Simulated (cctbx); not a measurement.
## K2RbRh with cctbx, script by script

Library: cctbx 2025.11. The data are simulated by the first script.

## 1. Simulate the data

run.py:

```python
from cctbx import adptbx, crystal, miller, sgtbx, xray
from cctbx.array_family import flex
from iotbx.shelx import hklf
from scitbx import matrix
import scitbx.random

cs = crystal.symmetry(unit_cell=(7.706, 7.706, 5.424, 90, 90, 90), space_group_symbol='Hall: -P 4 2ab')  # P4/mbm
atoms = [  # label, site, U (iso, or U11 U22 U33 U12 U13 U23 in A^2), occupancy
    ("Rh1", (0, 0.5, 0), (0.0047, 0.0047, 0.0061, -0.0004, 0.0000, 0.0000), 1),
    ("Rb1", (0, 0, 0), (0.0023, 0.0023, 0.0035, -0.0000, -0.0000, -0.0000), 1),
    ("K1", (0.3373, 0.1627, 0.5), (0.0067, 0.0067, 0.0066, -0.0004, 0.0000, 0.0000), 1),
]
xs = xray.structure(crystal_symmetry=cs)
for label, site, u, occ in atoms:
    u = adptbx.u_cif_as_u_star(cs.unit_cell(), u) if isinstance(u, tuple) else u
    xs.add_scatterer(xray.scatterer(label, site=site, u=u, occupancy=occ))
xs.set_inelastic_form_factors(0.71073, "sasaki")
xs.show_summary()
p1 = xs.expand_to_p1()
ms = miller.build_set(p1, anomalous_flag=True, d_min=1.1)
flex.set_random_seed(488935)
scitbx.random.set_random_seed(488935)
ms = ms.select(flex.random_double(ms.size()) < 0.8)
i = ms.structure_factors_from_scatterers(p1, algorithm="direct").f_calc().as_intensity_array().data()
i = i * 70000 / flex.max(i)
sig = flex.sqrt(i + flex.pow2(0.06 * i) + 15 ** 2)
noise = scitbx.random.variate(scitbx.random.normal_distribution())(i.size())
data = ms.array(data=i + sig * noise, sigmas=sig).set_observation_type_xray_intensity()
with open("data.hkl", "w") as f:
    data.export_as_shelx_hklf(f)
print("reflections written:", data.size(), " <I/sigma> = %.1f" % flex.mean(data.data() / data.sigmas()))
for h, a, b in list(data.sort("data"))[:12]:
    print("%4d%4d%4d %9.1f %7.1f" % (h + (a, b)))
```

```console
$ python run.py
```

```text
Number of scatterers: 3
At special positions: 3
Unit cell: (7.706, 7.706, 5.424, 90, 90, 90)
Space group: P 4/m b m (No. 127)
reflections written: 791  <I/sigma> = 10.3
   0   0  -2   71384.2  4208.4
   0   0   2   68464.9  4208.4
   0  -2  -1   60049.1  3212.7
  -2   0   1   55259.2  3212.7
   0   2   1   52290.3  3212.7
   0  -2   1   52266.7  3212.7
   2   0  -1   51831.6  3212.7
  -2   0  -1   51556.5  3212.7
   0   2  -1   49727.8  3212.7
   2   2   0   44910.3  2443.0
   2  -2   0   42716.5  2443.0
  -2  -2   0   40807.0  2443.0
```

Run time: 0.23 s on 1 thread of Arm Neoverse V2, on a shared host, peak memory 0.07 GiB.

## 2. Refinement (right model)

run.py:

```python
import math
from cctbx import adptbx, crystal, maptbx, sgtbx, xray
from cctbx.array_family import flex
from cctbx.xray import observations
from iotbx.shelx import hklf
from scitbx.lstbx import normal_eqns_solving
from smtbx import absolute_structure, utils
from smtbx.refinement import constraints, least_squares

cs = crystal.symmetry(unit_cell=(7.706, 7.706, 5.424, 90, 90, 90), space_group_symbol='Hall: -P 4 2ab')  # P4/mbm
atoms = [  # label, site, U (iso, or U11 U22 U33 U12 U13 U23 in A^2), occupancy
    ("Rh1", (0, 0.5, 0), 0.0200, 1),
    ("Rb1", (0, 0, 0), 0.0200, 1),
    ("K1", (0.3376, 0.1624, 0.5), 0.0200, 1),
]
xs = xray.structure(crystal_symmetry=cs)
for label, site, u, occ in atoms:
    u = adptbx.u_cif_as_u_star(cs.unit_cell(), u) if isinstance(u, tuple) else u
    xs.add_scatterer(xray.scatterer(label, site=site, u=u, occupancy=occ))
xs.set_inelastic_form_factors(0.71073, "sasaki")
raw = hklf.reader(file_name="data.hkl").as_miller_arrays(crystal_symmetry=cs, anomalous=True)[0]
merged = raw.eliminate_sys_absent().merge_equivalents()
fo2 = merged.array().set_observation_type_xray_intensity()
print("Rint %.3f, %d unique reflections to %.2f A" % (merged.r_int(), fo2.size(), fo2.d_min()))
for sc in xs.scatterers():
    sc.flags.set_grad_site(True)
    sc.flags.set_grad_u_aniso(sc.flags.use_u_aniso())
    sc.flags.set_grad_u_iso(sc.flags.use_u_iso())
obs = fo2.as_xray_observations()
extra = {}
rep = constraints.reparametrisation(xs, [], utils.connectivity_table(xs), **extra)
ls = least_squares.crystallographic_ls(obs, rep, weighting_scheme=least_squares.mainstream_shelx_weighting(a=0, b=0))
print("cycle     R1     wR2    GooF  max shift (A)")
for cycle in range(8):
    ls.build_up()
    r1, wr2, goof = ls.r1_factor(cutoff_factor=2)[0], ls.wR2(), ls.goof()
    old = xs.sites_cart()
    normal_eqns_solving.levenberg_marquardt_iterations(ls, n_max_iterations=3, tau=1e-06, step_threshold=1e-7)
    big = flex.max((xs.sites_cart() - old).norms())
    print("%4d %7.4f %7.4f %7.3f %9.5f" % (cycle + 1, r1, wr2, goof, big))
    ls.build_up(objective_only=True)
    if abs(ls.wR2() - wr2) < 5e-5 and big < 5e-4:
        break
ls.build_up()
print("final R1 %.4f wR2 %.4f GooF %.3f  parameters %d  data/parameter %.1f" % (ls.r1_factor(cutoff_factor=2)[0], ls.wR2(), ls.goof(), ls.n_parameters, fo2.size() / ls.n_parameters))
cov = ls.covariance_matrix_and_annotations()
su = dict(zip(cov.annotations, (math.sqrt(max(v, 0)) for v in cov.matrix.matrix_packed_u_diagonal())))
a2 = cs.unit_cell().reciprocal_parameters()[0] ** -2
print("atom        x        y        z      Ueq    occ   su(xyz)  su(Uiso or U11)")
for sc in xs.scatterers():
    s = max(su.get(sc.label + k, 0) for k in (".x", ".y", ".z"))
    npd = "" if sc.is_positive_definite_u(cs.unit_cell()) else "  NPD"
    print("%-5s %8.5f %8.5f %8.5f %8.4f %6.3f %8.5f %7.4f%s" % ((sc.label,) + sc.site + (sc.u_iso_or_equiv(cs.unit_cell()), sc.occupancy, s, su.get(sc.label + ".uiso", su.get(sc.label + ".u11", 0) * a2), npd)))
fo = fo2.f_sq_as_f()
fc = fo.structure_factors_from_scatterers(xs, algorithm="direct").f_calc()
diff = fo.f_obs_minus_f_calc(1 / math.sqrt(ls.scale_factor()), fc).average_bijvoet_mates()
m = diff.fft_map(symmetry_flags=maptbx.use_space_group_symmetry, resolution_factor=0.25).apply_volume_scaling()
print("difference map: max %.2f min %.2f rms %.2f" % (m.statistics().max(), m.statistics().min(), m.statistics().sigma()))
peaks = m.peak_search(parameters=maptbx.peak_search_parameters(min_distance_sym_equiv=0.6, max_clusters=6)).all()
near = xs.closest_distances(peaks.sites(), distance_cutoff=4)
sps = cs.special_position_settings(min_distance_sym_equiv=0.5)
for k, (x, h) in enumerate(zip(peaks.sites(), peaks.heights())):
    ss = sps.site_symmetry(x)
    print("Q%-3d %7.4f %7.4f %7.4f %4d %7.2f  %.2f A from %s" % ((k + 1,) + tuple(t % 1 for t in ss.exact_site()) + (ss.multiplicity(), h, near.smallest_distances[k], xs.scatterers()[near.i_seqs[k]].label)))
```

```console
$ python run.py
```

```text
Rint 0.043, 83 unique reflections to 1.10 A
cycle     R1     wR2    GooF  max shift (A)
   1  0.0607  0.1416   5.334   0.00335
   2  0.0117  0.0278   1.046   0.00000
final R1 0.0117 wR2 0.0278 GooF 1.046  parameters 4  data/parameter 20.8
atom        x        y        z      Ueq    occ   su(xyz)  su(Uiso or U11)
Rh1    0.00000  0.50000  0.00000   0.0052  1.000  0.00000  0.0004
Rb1    0.00000  0.00000  0.00000   0.0024  1.000  0.00000  0.0004
K1     0.33729  0.16271  0.50000   0.0071  1.000  0.00009  0.0004
difference map: max 0.25 min -0.35 rms 0.07
Q1    0.1035  0.2550  0.0000    8    0.25  2.05 A from Rh1
Q2    0.0000  0.5000  0.3971    4    0.22  1.86 A from K1
Q3    0.0000  0.0000  0.5000    2    0.21  2.71 A from Rb1
Q4    0.1877  0.6877  0.2034    8    0.18  1.63 A from K1
Q5    0.0893  0.6820  0.0000    8    0.17  1.56 A from Rh1
Q6    0.1062  0.7833  0.0000    8    0.17  1.86 A from Rb1
```

Time: 0.4 s.

## 3. Simulate the data

run.py, as its changes from the last script of this kind:

```diff
@@ -20 +20 @@
-ms = miller.build_set(p1, anomalous_flag=True, d_min=1.1)
+ms = miller.build_set(p1, anomalous_flag=True, d_min=0.84)
```

```console
$ python run.py
```

```text
Number of scatterers: 3
At special positions: 3
Unit cell: (7.706, 7.706, 5.424, 90, 90, 90)
Space group: P 4/m b m (No. 127)
reflections written: 1832  <I/sigma> = 10.1
   0   0   2   71196.5  4208.4
   2   0   1   54829.6  3212.7
   2   0  -1   53397.3  3212.7
   0  -2   1   49719.4  3212.7
   0   2  -1   49452.4  3212.7
  -2   2   0   45189.9  2443.0
  -4   0  -1   41436.3  2278.6
   0  -4  -1   40215.2  2278.6
  -4   0   1   40056.9  2278.6
  -2  -2   0   39535.8  2443.0
   2   2   0   39175.9  2443.0
   0   4   1   38533.8  2278.6
```

Time: 0.25 s.

## 4. Refinement (right model)

run.py, as its changes from the last script of this kind:

```diff
@@ -14 +14 @@
-    ("K1", (0.3376, 0.1624, 0.5), 0.0200, 1),
+    ("K1", (0.3383, 0.1617, 0.5), 0.0200, 1),
@@ -20,0 +21 @@
+xs.convert_to_anisotropic()
```

```console
$ python run.py
```

```text
Rint 0.048, 179 unique reflections to 0.84 A
cycle     R1     wR2    GooF  max shift (A)
   1  0.1085  0.2344   8.692   0.01095
   2  0.0102  0.0244   0.906   0.00000
final R1 0.0102 wR2 0.0244 GooF 0.906  parameters 9  data/parameter 19.9
atom        x        y        z      Ueq    occ   su(xyz)  su(Uiso or U11)
Rh1    0.00000  0.50000  0.00000   0.0051  1.000  0.00000  0.0002
Rb1    0.00000  0.00000  0.00000   0.0027  1.000  0.00000  0.0002
K1     0.33729  0.16271  0.50000   0.0066  1.000  0.00004  0.0002
difference map: max 0.44 min -0.37 rms 0.08
Q1    0.0000  0.0000  0.5000    2    0.47  2.71 A from Rb1
Q2    0.0000  0.5000  0.5000    2    0.38  1.77 A from K1
Q3    0.1804  0.1707  0.0000    8    0.30  1.91 A from Rb1
Q4    0.0839  0.4161  0.2969    8    0.28  1.85 A from Rh1
Q5    0.0849  0.5849  0.0000    4    0.27  0.93 A from Rh1
Q6    0.1699  0.6699  0.0000    4    0.26  1.85 A from Rh1
```

Time: 0.39 s.

## 5. Simulate the data

run.py, as its changes from the last script of this kind:

```diff
@@ -20 +20 @@
-ms = miller.build_set(p1, anomalous_flag=True, d_min=0.84)
+ms = miller.build_set(p1, anomalous_flag=True, d_min=0.6)
```

```console
$ python run.py
```

```text
Number of scatterers: 3
At special positions: 3
Unit cell: (7.706, 7.706, 5.424, 90, 90, 90)
Space group: P 4/m b m (No. 127)
reflections written: 4987  <I/sigma> = 9.2
   0   0  -2   73572.5  4208.4
   0   0   2   65703.3  4208.4
   2   0   1   55259.4  3212.7
  -2   0  -1   53424.5  3212.7
   0  -2   1   50786.9  3212.7
   0   2   1   49290.1  3212.7
  -2   0   1   48200.9  3212.7
   0  -2  -1   47270.9  3212.7
  -2   2   0   39771.4  2443.0
  -4   0  -1   39392.5  2278.6
   4   0   1   39232.0  2278.6
   2   2   0   39035.9  2443.0
```

Time: 0.27 s.

## 6. Refinement (right model)

run.py, as its changes from the last script of this kind:

```diff
@@ -14 +14 @@
-    ("K1", (0.3383, 0.1617, 0.5), 0.0200, 1),
+    ("K1", (0.3409, 0.1591, 0.5), 0.0200, 1),
```

```console
$ python run.py
```

```text
Rint 0.049, 459 unique reflections to 0.60 A
cycle     R1     wR2    GooF  max shift (A)
   1  0.2168  0.4528  15.992   0.03961
   2  0.0114  0.0261   0.922   0.00000
final R1 0.0114 wR2 0.0261 GooF 0.922  parameters 9  data/parameter 51.0
atom        x        y        z      Ueq    occ   su(xyz)  su(Uiso or U11)
Rh1    0.00000  0.50000  0.00000   0.0051  1.000  0.00000  0.0001
Rb1    0.00000  0.00000  0.00000   0.0026  1.000  0.00000  0.0001
K1     0.33727  0.16273  0.50000   0.0066  1.000  0.00002  0.0001
difference map: max 0.57 min -0.74 rms 0.13
Q1    0.0614  0.4386  0.5000    4    0.60  1.90 A from K1
Q2    0.1158  0.3842  0.0000    4    0.49  1.26 A from Rh1
Q3    0.1029  0.6029  0.5000    4    0.45  0.65 A from K1
Q4    0.0525  0.0778  0.5000    8    0.43  2.29 A from K1
Q5    0.0280  0.7511  0.5000    8    0.36  1.24 A from K1
Q6    0.0000  0.5000  0.5000    2    0.36  1.77 A from K1
```

It took 0.41 s on 1 thread of Arm Neoverse V2, with other jobs on the host, peak memory 0.09 GiB.

[Logs are printed without paths, hosts, clocks, repeated set-up lines and the standing remarks that a program may print on its own settings, such as how far it seeks lower states.]
